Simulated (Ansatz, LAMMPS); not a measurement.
# Amorphous 62In2O3-38SiO2 (mol %) (89 atoms) under strain, part 3 of 3

Aim: relax amorphous 62In2O3-38SiO2 (mol %) (89 atoms), then change its volume and shape to read moduli from the stress.

Ansatz 0.2.0; Kohn-Sham DFT, r2SCAN, PAW (set soft_1), plane waves; PAW set soft_1.

The cell: 26 In, 8 Si and 55 O. The quench rate of 50 K/ps is orders of magnitude faster than experiment. The starting topology of bonds comes from the classical model. The Brillouin zone is sampled at Γ only.

So far. Step 9 (Volume -10 %): The relaxation converged after 26 steps, 5.62 eV below its start, with a largest force component of 0.017 eV/Å. Step 9 (Volume -10 %): Volume -10 %: the energy stands 2.04 eV above that of the reference, at a pressure of 8.96 GPa.

**10. Stretched by 1 % along x**

The relaxed cell is strained along x alone, which gives the stiffness along x and its coupling to y and z.

File input.yaml:

```yaml
crystal:
  lattice:
    - [10.42424, -0.14174, -0.1214]
    - [-0.14316, 10.52248, 0.07592]
    - [-0.12261, 0.07592, 10.63713]
  atoms:
    [... the 89 atom lines of step 4 ...]
kpoints:
  mp_grid: { grid: [1, 1, 1] }
hamiltonian:
  xc: r2scan
  pseudopotentials: { kind: paw, azcp: { folder: soft_1 } }
scf:
  occupations: { method: gaussian, width: 0.025 }
output:
  forces: true
  eigenvalues: true
  stress: true
relax:
  f_tol: 0.05
  max_steps: 70
```

The run is started by

```console
> ansatz run input.yaml --threads 4 --pin off --max-ram 15872MiB --backend cpu --events-out ev --progress --plain --runs-dir out
```

Output:

```text
[...]
Crystal: 89 atoms, lattice volume = 1166.345 Å³
Basis set: ecut = 500 eV, 29599 PW (Γ), exchange–correlation on 320×320×320 points (64 copies of the dense FFT grid, shifted against one another)
Bands: 439, of which v1, the nominal top of the filled ones, is band 350 counted from 1 (349 counted from 0)
Symmetry: 1 space group operations
[...]
k-points: 1
[...]
SCF iter   1: F=—  HF=-182346.460338 eV  |F-HF|=—  |Δ(HF+E_count)|=         —  Δρ=8.32e-2  dr2=8.52e1  dr2_τ=7.06e0  ethr=3.10e-3  ⟨swp⟩=6.0  Hψ=1874  notcnv=0  defer=6
[...]
SCF iter   8: F=—  HF=-182328.743368 eV  |F-HF|=—  |Δ(HF+E_count)|=   5.92e-5  Δρ=1.11e-4  dr2=1.32e-4  dr2_τ=1.44e-5  ethr=1.24e-7  ⟨swp⟩=2.0  Hψ=705  notcnv=0  defer=84
SCF iter   9: F=-182328.743414 eV  HF=-182328.743413 eV  |F-HF|=8.88e-7  |Δ(HF+E_count)|=   4.47e-5  Δρ=3.90e-5  dr2=1.78e-5  dr2_τ=1.49e-6  ethr=8.93e-9  ⟨swp⟩=11.0  Hψ=2633  notcnv=0
SCF 1 converged in 9 iterations: F = -182328.743414 eV  dr2 = 1.78e-5
[...]
relax step   1: F+E_penalty+E_count = -182328.74341368 eV  Δ(F+E_penalty+E_count) = +0.000e0 eV  max|allowed force component| = 4.478e-1 eV/Å  Δτ_max = 0.0000 Å  (9 SCF iters, dr2 threshold 6.25e-5 eV, accepted)
[...]
relax step   2: F+E_penalty+E_count = -182328.77667073 eV  Δ(F+E_penalty+E_count) = -3.326e-2 eV  max|allowed force component| = 2.859e-1 eV/Å  Δτ_max = 0.0261 Å  (6 SCF iters, dr2 threshold 1.25e-5 eV, accepted)
[...]
relax step   3: F+E_penalty+E_count = -182328.79203524 eV  Δ(F+E_penalty+E_count) = -1.536e-2 eV  max|allowed force component| = 8.171e-2 eV/Å  Δτ_max = 0.0200 Å  (6 SCF iters, dr2 threshold 5.11e-6 eV, accepted)
relax step   4: F+E_penalty+E_count = -182328.79644511 eV  Δ(F+E_penalty+E_count) = -4.410e-3 eV  max|allowed force component| = 5.350e-2 eV/Å  Δτ_max = 0.0391 Å  (9 SCF iters, accepted)
[...]
relax step   5: F+E_penalty+E_count = -182328.79812783 eV  Δ(F+E_penalty+E_count) = -1.683e-3 eV  max|allowed force component| = 1.950e-2 eV/Å  Δτ_max = 0.0179 Å  (8 SCF iters, accepted)
[...]
SCF iter   2: F=-182328.798128 eV  HF=-182328.798128 eV  |F-HF|=2.71e-9  |Δ(HF+E_count)|=  4.66e-10  Δρ=9.77e-7  dr2=1.26e-8  dr2_τ=1.69e-9  ethr=9.13e-12  ⟨swp⟩=3.0  Hψ=1138  notcnv=0
SCF 6 converged in 2 iterations: F = -182328.798128 eV  dr2 = 1.26e-8
SCF converged after 2 iterations
Free energy (F): -182328.798128 eV
[...]
Internal energy: -182328.798128 eV  (E = F + TS)
E sigma→0 (E₀):  -182328.798128 eV
Fermi energy:    7.920395 eV
[...]
Σ components = -182328.798128   (vs F -182328.798128, Δ=0.00e0)
--- Forces (eV/Å), atoms counted from 1 ---
  atom   1  In    -0.00406010    -0.00045449    -0.01338920
  atom   2  In    -0.01395680    -0.00231298     0.00468143
  atom   3  In     0.00110163     0.00713339     0.00982466
  atom   4  In     0.00128394     0.00438330     0.01096858
[...]
atom  89  O     -0.00025739    -0.00296335    -0.00036535
  max |Σ_I F_I| component: 7.18e-5 eV/Å
--- Stress (GPa, compression-positive) ---
       -1.389141       0.034788       0.063030
        0.034787      -0.588986      -0.109568
        0.063029      -0.109568      -0.563659
  P = ⅓ Tr σ = -0.8473 GPa (-8.473 kbar)
--- Band table (eV) ---
[...]
--- Relaxed structure (5 steps of the walk, 5 accepted, 0 SCFs on fresh bases) ---
  F+E_penalty+E_count = -182328.79812783 eV   max|allowed force component| = 1.950e-2 eV/Å
  atoms:
    - { symbol: In, position: [0.537531, 0.437769, 0.260429] }
    - { symbol: In, position: [0.351552, 0.682054, 0.535540] }
    - { symbol: In, position: [0.446932, 0.680190, 0.925015] }
    - { symbol: In, position: [0.880649, 0.128228, 0.648054] }
[...]
- { symbol: O, position: [0.072503, 0.055336, 0.299627] }
```

It took 4.1 min on 4 threads of Arm Neoverse V1, shared host; peak memory 3.4 GiB.

The relaxation converged after 5 steps, 0.0547 eV below its start, with a largest force component of 0.020 eV/Å.

Stretched by 1 % along x: the energy stands 0.0501 eV above that of the reference, at a pressure of -0.847 GPa.

**11. Compressed by 1 % along x**

The relaxed cell is strained along x alone, which gives the stiffness along x and its coupling to y and z.

input.yaml, the sections that differ from step 10:

```yaml
crystal:
  lattice:
    - [10.21782, -0.14174, -0.1214]
    - [-0.14032, 10.52248, 0.07592]
    - [-0.12019, 0.07592, 10.63713]
  atoms:
    [... the 89 atom lines of step 4 ...]
# kpoints, hamiltonian, scf, output, relax: as in step 10
```

Output:

```text
[...]
Crystal: 89 atoms, lattice volume = 1143.249 Å³
Basis set: ecut = 500 eV, 29029 PW (Γ), exchange–correlation on 300×320×320 points (64 copies of the dense FFT grid, shifted against one another)
Bands: 439, of which v1, the nominal top of the filled ones, is band 350 counted from 1 (349 counted from 0)
Symmetry: 1 space group operations
[...]
k-points: 1
[...]
SCF iter   1: F=—  HF=-182346.767553 eV  |F-HF|=—  |Δ(HF+E_count)|=         —  Δρ=8.52e-2  dr2=8.68e1  dr2_τ=7.50e0  ethr=3.10e-3  ⟨swp⟩=6.0  Hψ=1874  notcnv=0  defer=7
[...]
SCF iter   8: F=—  HF=-182328.737983 eV  |F-HF|=—  |Δ(HF+E_count)|=   7.15e-5  Δρ=1.12e-4  dr2=1.27e-4  dr2_τ=1.41e-5  ethr=1.03e-7  ⟨swp⟩=2.0  Hψ=705  notcnv=0  defer=84
SCF iter   9: F=-182328.738019 eV  HF=-182328.738018 eV  |F-HF|=1.57e-6  |Δ(HF+E_count)|=   3.46e-5  Δρ=3.60e-5  dr2=1.52e-5  dr2_τ=1.24e-6  ethr=8.93e-9  ⟨swp⟩=12.0  Hψ=2644  notcnv=0
SCF 1 converged in 9 iterations: F = -182328.738019 eV  dr2 = 1.52e-5
[...]
relax step   1: F+E_penalty+E_count = -182328.73801934 eV  Δ(F+E_penalty+E_count) = +0.000e0 eV  max|allowed force component| = 4.993e-1 eV/Å  Δτ_max = 0.0000 Å  (9 SCF iters, dr2 threshold 6.25e-5 eV, accepted)
[...]
relax step   2: F+E_penalty+E_count = -182328.77360167 eV  Δ(F+E_penalty+E_count) = -3.558e-2 eV  max|allowed force component| = 3.016e-1 eV/Å  Δτ_max = 0.0237 Å  (5 SCF iters, dr2 threshold 1.56e-5 eV, accepted)
[...]
relax step   3: F+E_penalty+E_count = -182328.79005380 eV  Δ(F+E_penalty+E_count) = -1.645e-2 eV  max|allowed force component| = 7.954e-2 eV/Å  Δτ_max = 0.0201 Å  (6 SCF iters, dr2 threshold 5.69e-6 eV, accepted)
relax step   4: F+E_penalty+E_count = -182328.79561934 eV  Δ(F+E_penalty+E_count) = -5.566e-3 eV  max|allowed force component| = 5.102e-2 eV/Å  Δτ_max = 0.0439 Å  (9 SCF iters, accepted)
[...]
relax step   5: F+E_penalty+E_count = -182328.79759643 eV  Δ(F+E_penalty+E_count) = -1.977e-3 eV  max|allowed force component| = 2.029e-2 eV/Å  Δτ_max = 0.0165 Å  (8 SCF iters, accepted)
[...]
SCF iter   2: F=-182328.797596 eV  HF=-182328.797596 eV  |F-HF|=1.08e-9  |Δ(HF+E_count)|=  7.86e-10  Δρ=6.98e-7  dr2=5.90e-9  dr2_τ=8.94e-10  ethr=4.74e-12  ⟨swp⟩=3.0  Hψ=1113  notcnv=0
SCF 6 converged in 2 iterations: F = -182328.797596 eV  dr2 = 5.90e-9
SCF converged after 2 iterations
Free energy (F): -182328.797596 eV
[...]
Internal energy: -182328.797596 eV  (E = F + TS)
E sigma→0 (E₀):  -182328.797596 eV
Fermi energy:    8.231878 eV
[...]
Σ components = -182328.797596   (vs F -182328.797596, Δ=0.00e0)
--- Forces (eV/Å), atoms counted from 1 ---
  atom   1  In     0.00632343    -0.00097581     0.00210273
  atom   2  In     0.01110236    -0.00488628     0.00127500
  atom   3  In    -0.00192451    -0.00672383    -0.00427163
  atom   4  In    -0.00035562    -0.00406644    -0.00547697
[...]
atom  89  O      0.00216996     0.00365838     0.00490239
  max |Σ_I F_I| component: 1.42e-4 eV/Å
--- Stress (GPa, compression-positive) ---
        1.404236      -0.108274      -0.057132
       -0.108275       0.636157       0.094839
       -0.057133       0.094839       0.663945
  P = ⅓ Tr σ = 0.9014 GPa (9.014 kbar)
--- Band table (eV) ---
[...]
--- Relaxed structure (5 steps of the walk, 5 accepted, 0 SCFs on fresh bases) ---
  F+E_penalty+E_count = -182328.79759643 eV   max|allowed force component| = 2.029e-2 eV/Å
  atoms:
    - { symbol: In, position: [0.537227, 0.441638, 0.259347] }
    - { symbol: In, position: [0.354381, 0.684392, 0.533295] }
    - { symbol: In, position: [0.445142, 0.681496, 0.925543] }
    - { symbol: In, position: [0.883717, 0.130843, 0.649959] }
[...]
- { symbol: O, position: [0.065447, 0.059888, 0.298712] }
```

It took 4 min on 4 threads; peak memory 3.3 GiB; 16 min of CPU time.

The relaxation converged after 5 steps, 0.0596 eV below its start, with a largest force component of 0.020 eV/Å.

Compressed by 1 % along x: the energy stands 0.0506 eV above that of the reference, at a pressure of 0.901 GPa.

**12. Sheared by 2 % in xy**

A shear of the relaxed cell gives the modulus that volume changes can't reach.

input.yaml, the sections that differ from step 11:

```yaml
crystal:
  lattice:
    - [10.31961, -0.03853, -0.1214]
    - [-0.03652, 10.52106, 0.07592]
    - [-0.12064, 0.07471, 10.63713]
  atoms:
    [... the 89 atom lines of step 4 ...]
# kpoints, hamiltonian, scf, output, relax: as in step 11
```

Output:

```text
[...]
Crystal: 89 atoms, lattice volume = 1154.681 Å³
Basis set: ecut = 500 eV, 29311 PW (Γ), exchange–correlation on 320×320×320 points (64 copies of the dense FFT grid, shifted against one another)
Bands: 439, of which v1, the nominal top of the filled ones, is band 350 counted from 1 (349 counted from 0)
Symmetry: 1 space group operations
[...]
k-points: 1
[...]
SCF iter   1: F=—  HF=-182346.590698 eV  |F-HF|=—  |Δ(HF+E_count)|=         —  Δρ=8.42e-2  dr2=8.59e1  dr2_τ=7.28e0  ethr=3.10e-3  ⟨swp⟩=6.0  Hψ=1874  notcnv=0  defer=6
[...]
SCF iter   8: F=—  HF=-182328.699702 eV  |F-HF|=—  |Δ(HF+E_count)|=   7.00e-5  Δρ=1.13e-4  dr2=1.32e-4  dr2_τ=1.46e-5  ethr=1.11e-7  ⟨swp⟩=2.0  Hψ=705  notcnv=0  defer=84
SCF iter   9: F=-182328.699741 eV  HF=-182328.699739 eV  |F-HF|=1.51e-6  |Δ(HF+E_count)|=   3.74e-5  Δρ=3.69e-5  dr2=1.61e-5  dr2_τ=1.31e-6  ethr=8.93e-9  ⟨swp⟩=11.0  Hψ=2562  notcnv=0
SCF 1 converged in 9 iterations: F = -182328.699741 eV  dr2 = 1.61e-5
[...]
relax step   1: F+E_penalty+E_count = -182328.69974071 eV  Δ(F+E_penalty+E_count) = +0.000e0 eV  max|allowed force component| = 4.495e-1 eV/Å  Δτ_max = 0.0000 Å  (9 SCF iters, dr2 threshold 6.25e-5 eV, accepted)
[...]
relax step   2: F+E_penalty+E_count = -182328.75828269 eV  Δ(F+E_penalty+E_count) = -5.854e-2 eV  max|allowed force component| = 2.957e-1 eV/Å  Δτ_max = 0.0182 Å  (6 SCF iters, dr2 threshold 1.26e-5 eV, accepted)
[...]
relax step   3: F+E_penalty+E_count = -182328.78016959 eV  Δ(F+E_penalty+E_count) = -2.189e-2 eV  max|allowed force component| = 1.443e-1 eV/Å  Δτ_max = 0.0167 Å  (6 SCF iters, dr2 threshold 5.47e-6 eV, accepted)
relax step   4: F+E_penalty+E_count = -182328.77993637 eV  Δ(F+E_penalty+E_count) = +2.332e-4 eV  max|allowed force component| = 1.273e-1 eV/Å  Δτ_max = 0.0640 Å  (7 SCF iters, dr2 threshold 4.95e-6 eV, rejected (line search))
[...]
relax step   5: F+E_penalty+E_count = -182328.78957251 eV  Δ(F+E_penalty+E_count) = -9.403e-3 eV  max|allowed force component| = 3.147e-2 eV/Å  Δτ_max = 0.0320 Å  (9 SCF iters, accepted)
[...]
SCF iter   2: F=-182328.789573 eV  HF=-182328.789573 eV  |F-HF|=3.03e-9  |Δ(HF+E_count)|=   3.09e-9  Δρ=7.88e-7  dr2=8.32e-9  dr2_τ=9.22e-10  ethr=5.07e-12  ⟨swp⟩=3.0  Hψ=1115  notcnv=0
SCF 6 converged in 2 iterations: F = -182328.789573 eV  dr2 = 8.32e-9
SCF converged after 2 iterations
Free energy (F): -182328.789573 eV
[...]
Internal energy: -182328.789573 eV  (E = F + TS)
E sigma→0 (E₀):  -182328.789573 eV
Fermi energy:    8.073971 eV
[...]
Σ components = -182328.789573   (vs F -182328.789573, Δ=0.00e0)
--- Forces (eV/Å), atoms counted from 1 ---
  atom   1  In     0.00115732    -0.00469824    -0.00310449
  atom   2  In     0.00440191    -0.01145479    -0.00028815
  atom   3  In    -0.00364795     0.00070353    -0.00393044
  atom   4  In    -0.00114904     0.00414669     0.00651553
[...]
atom  89  O      0.01480277     0.00602781    -0.03147404
  max |Σ_I F_I| component: 4.81e-5 eV/Å
--- Stress (GPa, compression-positive) ---
        0.086060      -0.837776       0.003464
       -0.837777       0.092865      -0.081029
        0.003463      -0.081029       0.033787
  P = ⅓ Tr σ = 0.0709 GPa (0.709 kbar)
--- Band table (eV) ---
[...]
--- Relaxed structure (5 steps of the walk, 4 accepted, 0 SCFs on fresh bases) ---
  F+E_penalty+E_count = -182328.78957251 eV   max|allowed force component| = 3.147e-2 eV/Å
  atoms:
    - { symbol: In, position: [0.535628, 0.436036, 0.260760] }
    - { symbol: In, position: [0.350487, 0.684387, 0.533650] }
    - { symbol: In, position: [0.447017, 0.680856, 0.926285] }
    - { symbol: In, position: [0.881706, 0.130329, 0.649341] }
[...]
- { symbol: O, position: [0.069312, 0.057789, 0.299532] }
```

Run time: 4.1 min. Hardware: 4 threads; peak memory 3.4 GiB.

The relaxation converged after 5 steps, 0.0898 eV below its start, with a largest force component of 0.031 eV/Å.

Sheared by 2 % in xy: the energy stands 0.0586 eV above that of the reference, at a pressure of 0.0709 GPa.

**13. Pressure against volume**

Atoms are relaxed at each volume, in the scaled cell.

```tsv
volume change (%)	volume (Å³/atom)	energy change (meV/atom)	pressure (GPa)	largest move on relaxing (Å)	bonds	gap (eV)
-10	11.678	22.95	8.96	1.37	193	1.80
-6	12.197	12.09	5.34	0.62	184	1.65
-3	12.586	2.36	2.51	0.62	180	1.65
+0	12.975	0.00	0.01	-	178	1.62
+3	13.365	2.96	-2.40	0.16	173	1.50
+6	13.754	11.57	-4.65	0.29	173	1.40
```

**14. Uniaxial strain and shear**

Stress (GPa, compression positive) less that of the relaxed cell, atoms relaxed:

```tsv
strain	xx	yy	zz	xy	energy change (meV/atom)
stretched by 1 % along x	-1.395	-0.595	-0.581	0.045	0.56
compressed by 1 % along x	1.398	0.630	0.646	-0.098	0.57
sheared by 2 % in xy	0.080	0.087	0.016	-0.828	0.66
```

**15. Findings**

The bulk modulus, from the slope of pressure against ln V over the three points nearest the relaxed volume, is 81.9 GPa; between neighbouring points the slope runs 83, 90, 82, 82 and 78 GPa from the smallest volume up, not steadily, so no pressure derivative is given. The count of bonds runs from 173 to 193 over the series, so at some points contacts cross the cutoffs. At -10 %, -6 % and -3 % some atom moved by over 0.5 Å on relaxing, so those points may sit in another local minimum. The gap changes by -2.2 eV per unit of ln V, on the run's k-points. In the Cartesian axes of the cell, finite differences give C11 = 140, C12 = 61.3, C13 = 61.4 and C66 = 41.4 GPa (the shear of 2 % is the engineering strain, εxy = 0.01). The mean of C11, C12 and C13, which equals the bulk modulus in a cubic or isotropic solid, is 87.4 GPa: it agrees with the bulk modulus within 10 %. For an isotropic solid C66 would equal (C11 − C12)/2 = 39.2 GPa; so small a sample needn't be isotropic, and C66 rests on one shear. With the bulk modulus and C66 as K and G, Young's modulus would be about 106 GPa and Poisson's ratio 0.28.

**Limits.** Strains are finite and relaxations stop at the force tolerance of the input, which can leave moduli too stiff; they are those of a static cell at zero temperature. Volumes are changed with the cell's shape held, so in an anisotropic solid the modulus lies over the one under free hydrostatic load. The program notes that the SCF threshold of the relaxations is loose for the stress.

The DFT runs together took 61 min of wall time.

[Long decimals in the printed logs are rounded to 6 places.]

[Logs are printed without paths, hosts, clocks, repeated set-up lines and the standing remarks that a program may print on its own settings, such as how far it seeks lower states.]

[Hosts, paths, dates, database ids (printed as entryN), source tags and the programs' standing remarks are cut or masked in the printed files.]
